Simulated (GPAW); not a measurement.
**How the form of the self-energy moves the gap of WS2 (Tungstenite)**

Wanted: the gap of WS2 (Tungstenite) under several approximations, with cost.

Program: GPAW 26.7.0. Level of theory: LDA and many-body steps on it, plane waves. Results are calculated unless marked as measured.

The database entry behind the starting cell differs from later determinations by our own check (an axis about 1.4 % long against later determinations), so it need not match the best structure at ambient conditions.

## 1. Starting point

It takes space group P6_3/mmc (No. 194, hexagonal). Conventional cell: a = 3.180 Å, b = 3.180 Å, c = 12.500 Å, α = 90.00°, β = 90.00°, γ = 120.00°. Nearest to W lie 6 S at 2.41 Å. Nearest to S lie 3 W at 2.41 Å. Farther neighbours and most contacts between anions are not listed.

Coordinates:

```cif
data_structure
_symmetry_space_group_name_H-M 'P6_3/mmc'
_symmetry_Int_Tables_number 194
_cell_length_a 3.1800
_cell_length_b 3.1800
_cell_length_c 12.5000
_cell_angle_alpha 90.000
_cell_angle_beta 90.000
_cell_angle_gamma 120.000
_cell_volume 109.47
loop_
_atom_site_label
_atom_site_type_symbol
_atom_site_symmetry_multiplicity
_atom_site_Wyckoff_symbol
_atom_site_fract_x
_atom_site_fract_y
_atom_site_fract_z
_atom_site_occupancy
W1 W 2 c 0.33333 0.66667 0.25000 1
S1 S 4 f 0.33333 0.66667 0.62500 1
```

The cell and positions come from the Crystallography Open Database and are kept as given unless a step says otherwise. Spin-orbit coupling is left out unless a step names it.

## 2. Empty states on the mesh, 6×6×2 mesh, 258 bands

This step: GPAW 26.7.0; DFT, LDA, plane waves, PAW.

The sums over transitions need many empty states on a uniform mesh; this step solves for them.

The input, run.py:

```python
import json
import numpy as np
from gpaw.mpi import world
from gpaw import GPAW

calc = GPAW('gs.gpw').fixed_density(kpts={'size': (6, 6, 2), 'gamma': True},
    parallel={'domain': 1, 'band': 1},
    txt='nscf.txt')
calc.diagonalize_full_hamiltonian(nbands=258)
calc.write('full.gpw', mode='all')
res = {}
kpts = calc.get_ibz_k_points()
res['kpts'] = kpts
res['eigenvalues'] = [calc.get_eigenvalues(kpt=k) for k in range(len(kpts))]
res['n_electrons'] = calc.get_number_of_electrons()

if world.rank == 0:
    with open('result.json', 'w') as f:
        json.dump(res, f, default=lambda x: x.tolist())
```

The run is started by

```bash
mpirun -n 4 gpaw python run.py
```

Numbers of over 12 decimals in the logs are rounded to 6 here.

Output:

```text
Diagonalizing LCAO Hamiltonian
Converting LCAO to pw mode
convergence criteria:
- Maximum integral of absolute [eigenst]ate change: 4e-08 eV^2 / valence electron
maximum number of iterations: 100

SCF iterations
|iter     |     time |      energy | eigst |  dens |
|iter:   1|  |             | +0.40 |       |
|iter:   2|  |             | -1.08 |       |
|iter:   3|  |             | -2.23 |       |
[...]
|iter:   9|  |             | -6.35 |       |
|iter:  10|  |             | -6.89 |       |
|iter:  11|  |             | -7.49c|       |
SCF steps: 11
  __  _  _
 | _ |_)|_||  |
 |__||  | ||/\| - 26.7.0

Input parameters:
  mode=PW(ecut=450.000000),
  convergence={'density': 1e-06, 'bands': -3},
  gpts=array([16, 16, 63]),
  kpts=MonkhorstPack(size=(6, 6, 2), gamma=True),
  maxiter=100,
  nbands=35,
  occupations=Occupations(name='fermi-dirac', width=0.001, fixmagmom=False),
  parallel={'domain': 1, 'band': 1},
  xc=XC(name='LDA')
Matrix size: 2432x2432
# Writing to full.gpw (mode='all')
  [... matrices ...]

timing:  # [seconds]
  Total: 48.438  # ━━━━━━━━━━━━━━━━━━━━━━━━━━━━━━━━━━━━━━━━━━━━━━━━━━━━━━━━━━
```

Elapsed: 57 s, on 4 MPI ranks of Arm Neoverse V1, shared host; peak memory 2.5 GiB; 3.8 min of CPU time.

Numbers from this step:

```yaml
gap: 0.9686 eV
k_of_the_valence_top: 0, 0, 0
k_of_the_conduction_bottom: 0.3333, -0.1667, 0
least_direct_gap: 1.718 eV
k_points_computed: 14
lowest_point_of_the_top_converged_band_above_the_valence_top: 82.3660 eV
```

On this mesh the gap is 0.969 eV.

## 3. G0W0, Godby-Needs plasmon pole

Now the one-shot GW correction: screening in the RPA, then the self-energy of the levels asked for.

This step: G0W0 on LDA, plane waves, PAW.

The input, run.py:

```python
import json
import numpy as np
from gpaw.mpi import world
from gpaw.response.g0w0 import G0W0

gw = G0W0('full.gpw',
    filename='gw',
    kpts=[0, 4, 8],
    bands=(24, 28),
    ecut=100,
    nbands=248,
    integrate_gamma='WS',
    ppa=True)
gw.calculate()
res = {mode: {k: v for k, v in r.items() if k != 'sigma_eskwn'}
       for mode, r in gw.all_results.items()}

if world.rank == 0:
    with open('result.json', 'w') as f:
        json.dump(res, f, default=lambda x: x.tolist())
```

The run is started by

```bash
mpirun -n 4 gpaw python run.py
```

Output:

```text
Using integrator: PointIntegrator
FrequencyGridDescriptor(from 0.000+0.000j to 0.000+27.211j eV, 2 points)
Nonperiodic BCs:  [False False False]
Using integrator: PointIntegrator
FrequencyGridDescriptor(from 0.000+0.000j to 0.000+27.211j eV, 2 points)
Nonperiodic BCs:  [False False False]
  ___  _ _ _
 |   || | | |
 | | || | | |
 |__ ||_____|
 |___|

BZ k-points: Symmetries present (total): 12

  [... matrices ...]
72 k-points: 6 x 6 x 2 Monkhorst-Pack grid + [1/12,1/12,1/4]
14 k-points in the irreducible part of the Brillouin zone
       k-points in crystal coordinates                weights
   0:     0.00000000    0.00000000    0.00000000          1/72
   1:     0.00000000    0.00000000    0.50000000          1/72
   2:     0.16666667    0.00000000    0.00000000          6/72
   3:     0.16666667    0.00000000    0.50000000          6/72
   4:     0.33333333   -0.16666667    0.00000000          6/72
   5:     0.33333333   -0.16666667    0.50000000          6/72
   6:     0.33333333    0.00000000    0.00000000          6/72
   7:     0.33333333    0.00000000    0.50000000          6/72
   8:     0.33333333    0.33333333    0.00000000          2/72
   9:     0.33333333    0.33333333    0.50000000          2/72
          ...
  13:     0.50000000    0.50000000    0.50000000          3/72

Distributing spins, k-points and bands (1 x 3 x 4) over 4 processes
Number of blocks: 1

Quasi particle states:
k-points (IBZ indices): [0, 4, 8]
Band range: (24, 28)
  [... matrices ...]
Computational parameters:
Plane wave cut-off: 100 eV
Number of bands: 248
Coulomb cutoff: None
Broadening: 0.1 eV

fxc modes: GW
Kernel: RPA
Using Godby-Needs plasmon-pole approximation:
  Fitting energy: i*E0, E0 = 1.000 Hartree
Summing all q:

Calculating screened Coulomb potential
No Coulomb truncation
FrequencyGridDescriptor(from 0.000+0.000j to 0.000+27.211j eV, 2 points)
Removing empty qpoint cache files...

Calculating chi0 body with:
    Ground state adapter containing:
    Number of spins: 1
    Number of kpoints: 72
    Number of irreducible kpoints: 14
    Number of completely occupied states: 26
    Number of partially occupied states: 26
    Occupied states memory: 6.3984375 M / cpu

    Linear response parametrization:
    q_c: [1.3877787807814457e-17, 1.3877787807814457e-17, 0.0]
    Number of frequency points: 2
    Planewave cutoff: 100.0
    Number of bands: 248
    Number of planewaves: 267
    Broadening (eta): 1e-06
    comm.size: 4
    kncomm.size: 4
    blockcomm.size: 1

    Memory estimate of potentially large arrays:
        chi0_wGG: 2.175568 M / cpu
Integrating chi0 body.

Symmetries of q_c:
    Direct symmetries (Uq -> q): 12
    Indirect symmetries (TUq -> q): 0
In total 12 allowed symmetries.

  [... matrices ...]
14 groups of equivalent kpoints. 80.555556% reduction.

Integral kind: response function
Integrating chi0 head and wings.

Symmetries of q_c:
    Direct symmetries (Uq -> q): 12
    Indirect symmetries (TUq -> q): 0
In total 12 allowed symmetries.

  [... matrices ...]
14 groups of equivalent kpoints. 80.555556% reduction.

Integral kind: response function wings

Calculating chi0 body with:
    Ground state adapter containing:
    Number of spins: 1
    Number of kpoints: 72
    Number of irreducible kpoints: 14
    Number of completely occupied states: 26
    Number of partially occupied states: 26
[... the further q-points ...]

Results:
f:      Occupation numbers
eps:     KS-eigenvalues [eV]
vxc:     KS vxc [eV]
exx:     Exact exchange [eV]
sigma:   Self-energies [eV]
dsigma:  Self-energy derivatives
Z:       Renormalization factors
qp:      QP-energies [eV]

k-point 0 (0): (0.000, 0.000, 0.000)                GW
band       f     eps     vxc     exx   sigma  dsigma       Z      qp
                                                                   GW
  24   1.000   7.030 -17.252 -18.118   1.098  -0.264   0.791   7.214
  25   1.000   8.176 -19.092 -19.393   0.668  -0.267   0.789   8.466
  26   0.000  10.400 -18.631 -13.755  -3.782  -0.265   0.791  11.265
  27   0.000  10.400 -18.631 -13.755  -3.782  -0.265   0.791  11.265

k-point 1 (4): (0.333, -0.167, 0.000)                GW
band       f     eps     vxc     exx   sigma  dsigma       Z      qp
                                                                   GW
  24   1.000   6.635 -18.293 -19.460   1.429  -0.272   0.786   6.841
  25   1.000   6.668 -18.381 -19.501   1.408  -0.272   0.786   6.895
[...]
k-point 2 (8): (0.333, 0.333, 0.000)                GW
band       f     eps     vxc     exx   sigma  dsigma       Z      qp
                                                                   GW
[...]
25   1.000   7.584 -18.806 -19.083   0.679  -0.265   0.791   7.901
  26   0.000   9.302 -20.191 -15.763  -3.255  -0.262   0.793  10.231
  27   0.000   9.302 -20.191 -15.763  -3.255  -0.262   0.793  10.231
```

Run time: 5.2 min. Hardware: 4 MPI ranks; peak memory 1.8 GiB; 21 min of CPU time.

Numbers from this step:

```
G0W0 gap on the points computed              : 1.393 eV
least direct G0W0 gap on the computed points : 2.330 eV
Z at the valence top                         : 0.7890
Z at the conduction bottom                   : 0.7974
starting gap on the mesh                     : 0.9686 eV
k of the valence top                         : 0, 0, 0
k of the conduction bottom                   : 0.3333, -0.1667, 0
```

The gap on the mesh goes from 0.97 eV to 1.39 eV, a correction of +0.42 eV.

## 4. G0W0, full frequency, Hilbert transform

Changes to run.py since step 3:

```diff
@@ -12,3 +12,5 @@
     integrate_gamma='WS',
-    ppa=True)
+    frequencies={'type': 'nonlinear', 'domega0': 0.1, 'omega2': 15.0},
+    eta=0.1,
+    nblocksmax=True)
 gw.calculate()
```

The run is started by

```bash
mpirun -n 4 gpaw python run.py
```

Output:

```text
Using integrator: PointIntegrator
NonLinearFrequencyDescriptor(from 0.000 to 159.133 eV, 296 points)
Nonperiodic BCs:  [False False False]
Using integrator: PointIntegrator
NonLinearFrequencyDescriptor(from 0.000 to 159.133 eV, 296 points)
Nonperiodic BCs:  [False False False]
  ___  _ _ _
 |   || | | |
 | | || | | |
 |__ ||_____|
 |___|

BZ k-points: Symmetries present (total): 12

  [... matrices ...]
72 k-points: 6 x 6 x 2 Monkhorst-Pack grid + [1/12,1/12,1/4]
14 k-points in the irreducible part of the Brillouin zone
       k-points in crystal coordinates                weights
   0:     0.00000000    0.00000000    0.00000000          1/72
   1:     0.00000000    0.00000000    0.50000000          1/72
   2:     0.16666667    0.00000000    0.00000000          6/72
[...]
9:     0.33333333    0.33333333    0.50000000          2/72
          ...
  13:     0.50000000    0.50000000    0.50000000          3/72

Distributing spins, k-points and bands (1 x 3 x 4) over 1 process
Number of blocks: 4

Quasi particle states:
k-points (IBZ indices): [0, 4, 8]
Band range: (24, 28)
  [... matrices ...]
Computational parameters:
Plane wave cut-off: 100 eV
Number of bands: 248
Coulomb cutoff: None
Broadening: 0.1 eV

fxc modes: GW
Kernel: RPA
Using full-frequency real axis integration
Summing all q:

Calculating screened Coulomb potential
No Coulomb truncation
NonLinearFrequencyDescriptor(from 0.000 to 159.133 eV, 296 points)
Removing empty qpoint cache files...

Calculating chi0 body with:
    Ground state adapter containing:
    Number of spins: 1
    Number of kpoints: 72
    Number of irreducible kpoints: 14
    Number of completely occupied states: 26
    Number of partially occupied states: 26
    Occupied states memory: 6.3984375 M / cpu

[...]
comm.size: 4
    kncomm.size: 1
    blockcomm.size: 4

    Memory estimate of potentially large arrays:
        chi0_wGG: 80.496002 M / cpu
Integrating chi0 body.

Symmetries of q_c:
    Direct symmetries (Uq -> q): 12
    Indirect symmetries (TUq -> q): 0
In total 12 allowed symmetries.

  [... matrices ...]
14 groups of equivalent kpoints. 80.555556% reduction.

Integral kind: spectral function
Integrating chi0 head and wings.

Symmetries of q_c:
    Direct symmetries (Uq -> q): 12
    Indirect symmetries (TUq -> q): 0
In total 12 allowed symmetries.

  [... matrices ...]
14 groups of equivalent kpoints. 80.555556% reduction.

Integral kind: spectral function wings

Calculating chi0 body with:
    Ground state adapter containing:
    Number of spins: 1
    Number of kpoints: 72
    Number of irreducible kpoints: 14
    Number of completely occupied states: 26
    Number of partially occupied states: 26
[... the further q-points ...]

Results:
f:      Occupation numbers
eps:     KS-eigenvalues [eV]
vxc:     KS vxc [eV]
exx:     Exact exchange [eV]
sigma:   Self-energies [eV]
dsigma:  Self-energy derivatives
Z:       Renormalization factors
qp:      QP-energies [eV]

k-point 0 (0): (0.000, 0.000, 0.000)                GW
band       f     eps     vxc     exx   sigma  dsigma       Z      qp
                                                                   GW
  24   1.000   7.030 -17.252 -18.118   1.169  -0.328   0.753   7.258
  25   1.000   8.176 -19.092 -19.393   0.690  -0.321   0.757   8.471
  26   0.000  10.400 -18.631 -13.755  -3.790  -0.318   0.759  11.224
[...]
k-point 1 (4): (0.333, -0.167, 0.000)                GW
band       f     eps     vxc     exx   sigma  dsigma       Z      qp
                                                                   GW
[...]
k-point 2 (8): (0.333, 0.333, 0.000)                GW
band       f     eps     vxc     exx   sigma  dsigma       Z      qp
                                                                   GW
[...]
26   0.000   9.302 -20.191 -15.763  -3.250  -0.320   0.757  10.194
  27   0.000   9.302 -20.191 -15.763  -3.250  -0.320   0.757  10.194
```

The job ended after 8.2 min (4 MPI ranks; peak memory 2.8 GiB).

Numbers from this step:

```
G0W0 gap on the points computed              : 1.379 eV
least direct G0W0 gap on the computed points : 2.275 eV
Z at the valence top                         : 0.7571
Z at the conduction bottom                   : 0.7683
starting gap on the mesh                     : 0.9686 eV
k of the valence top                         : 0, 0, 0
k of the conduction bottom                   : 0.3333, -0.1667, 0
```

Against G0W0 in GPAW (6×6×2 mesh, 248 bands, screening to 100 eV, Godby-Needs plasmon pole), the gap moves by −0.015 eV.

## 5. G0W0, multipole

Changes to run.py since step 4:

```diff
@@ -12,5 +12,3 @@
     integrate_gamma='WS',
-    frequencies={'type': 'nonlinear', 'domega0': 0.1, 'omega2': 15.0},
-    eta=0.1,
-    nblocksmax=True)
+    mpa={'npoles': 4, 'wrange': [0, 40], 'varpi': 20.0, 'eta0': 0.01, 'eta_rest': 1.0, 'alpha': 1})
 gw.calculate()
```

The run is started by

```bash
mpirun -n 4 gpaw python run.py
```

Output:

```text
Using integrator: PointIntegrator
FrequencyGridDescriptor(from 0.000+0.010j to 40.000+20.000j eV, 8 points)
Nonperiodic BCs:  [False False False]
Using integrator: PointIntegrator
FrequencyGridDescriptor(from 0.000+0.010j to 40.000+20.000j eV, 8 points)
Nonperiodic BCs:  [False False False]
  ___  _ _ _
 |   || | | |
 | | || | | |
 |__ ||_____|
 |___|

BZ k-points: Symmetries present (total): 12

  [... matrices ...]
72 k-points: 6 x 6 x 2 Monkhorst-Pack grid + [1/12,1/12,1/4]
14 k-points in the irreducible part of the Brillouin zone
[...]
26   0.000  10.400 -18.631 -13.755  -3.799  -0.313   0.762  11.220
[...]
k-point 1 (4): (0.333, -0.167, 0.000)                GW
band       f     eps     vxc     exx   sigma  dsigma       Z      qp
                                                                   GW
[...]
k-point 2 (8): (0.333, 0.333, 0.000)                GW
band       f     eps     vxc     exx   sigma  dsigma       Z      qp
                                                                   GW
[...]
26   0.000   9.302 -20.191 -15.763  -3.252  -0.312   0.762  10.198
  27   0.000   9.302 -20.191 -15.763  -3.252  -0.312   0.762  10.198
```

The job ended after 9.3 min (4 MPI ranks; peak memory 1.8 GiB; 37 min of CPU time).

Numbers from this step:

```yaml
g0w0_gap_on_the_points_computed: 1.382 eV
least_direct_g0w0_gap_on_the_computed_points: 2.285 eV
starting_gap_on_the_mesh: 0.9686 eV
k_of_the_valence_top: 0, 0, 0
k_of_the_conduction_bottom: 0.3333, -0.1667, 0
```

Against G0W0 in GPAW (6×6×2 mesh, 248 bands, screening to 100 eV, Godby-Needs plasmon pole), the gap moves by −0.011 eV.

## 6. The runs together

Times are wall times on 4 MPI ranks of Arm Neoverse V1, shared host, good to a factor of about two.

```csv
run,mesh,bands,screening cutoff (eV),DFT gap (eV),gap on the mesh (eV),direct (eV),time
"G0W0, Godby-Needs plasmon pole",6×6×2,248,100,0.969,1.393,2.330,5.2 min
"G0W0, full frequency, Hilbert transform",6×6×2,248,100,0.969,1.379,2.275,8.2 min
"G0W0, multipole",6×6×2,248,100,0.969,1.382,2.285,9.3 min
```

## 7. Summary of results

```
G0W0, Godby-Needs plasmon pole          : 1.393 eV
G0W0, full frequency, Hilbert transform : 1.379 eV
G0W0, multipole                         : 1.382 eV
known limits                            : not at the basis limit; no spin-orbit coupling; coarse k mesh
```

**Reading.** G0W0, full frequency, Hilbert transform: −0.015 eV against G0W0, Godby-Needs plasmon pole. G0W0, multipole: −0.011 eV against G0W0, Godby-Needs plasmon pole. Bands and cutoff are finite, so the gap is not at the basis limit. The miss can reach some tenths of an eV and take either sign; the mesh is an error of its own. These stock PAW sets were not made for GW; the filled d or f shell of W lies in the frozen core, which bears on start and correction. In the G0W0 runs levels were corrected at 3 k points alone, so a gap called «on the mesh» is the least over those, and an edge elsewhere would be missed. The 6×6×2 mesh is coarse for this cell, which bears on the long-range parts of exchange and screening. The many-body steps are scalar-relativistic: spin-orbit coupling is not in them.

[Paths, hosts, dates, memory and timing lines, banners, echoed tables and standing remarks are left out of the program output.]

[Logs are printed without paths, hosts, clocks, repeated set-up lines and the standing remarks that a program may print on its own settings, such as how far it seeks lower states.]

[Runs of the session that timed out or met a known fault of the program may be left out.]

[Hosts, paths, dates, database ids (printed as entryN), source tags and the programs' standing remarks are cut or masked in the printed files.]
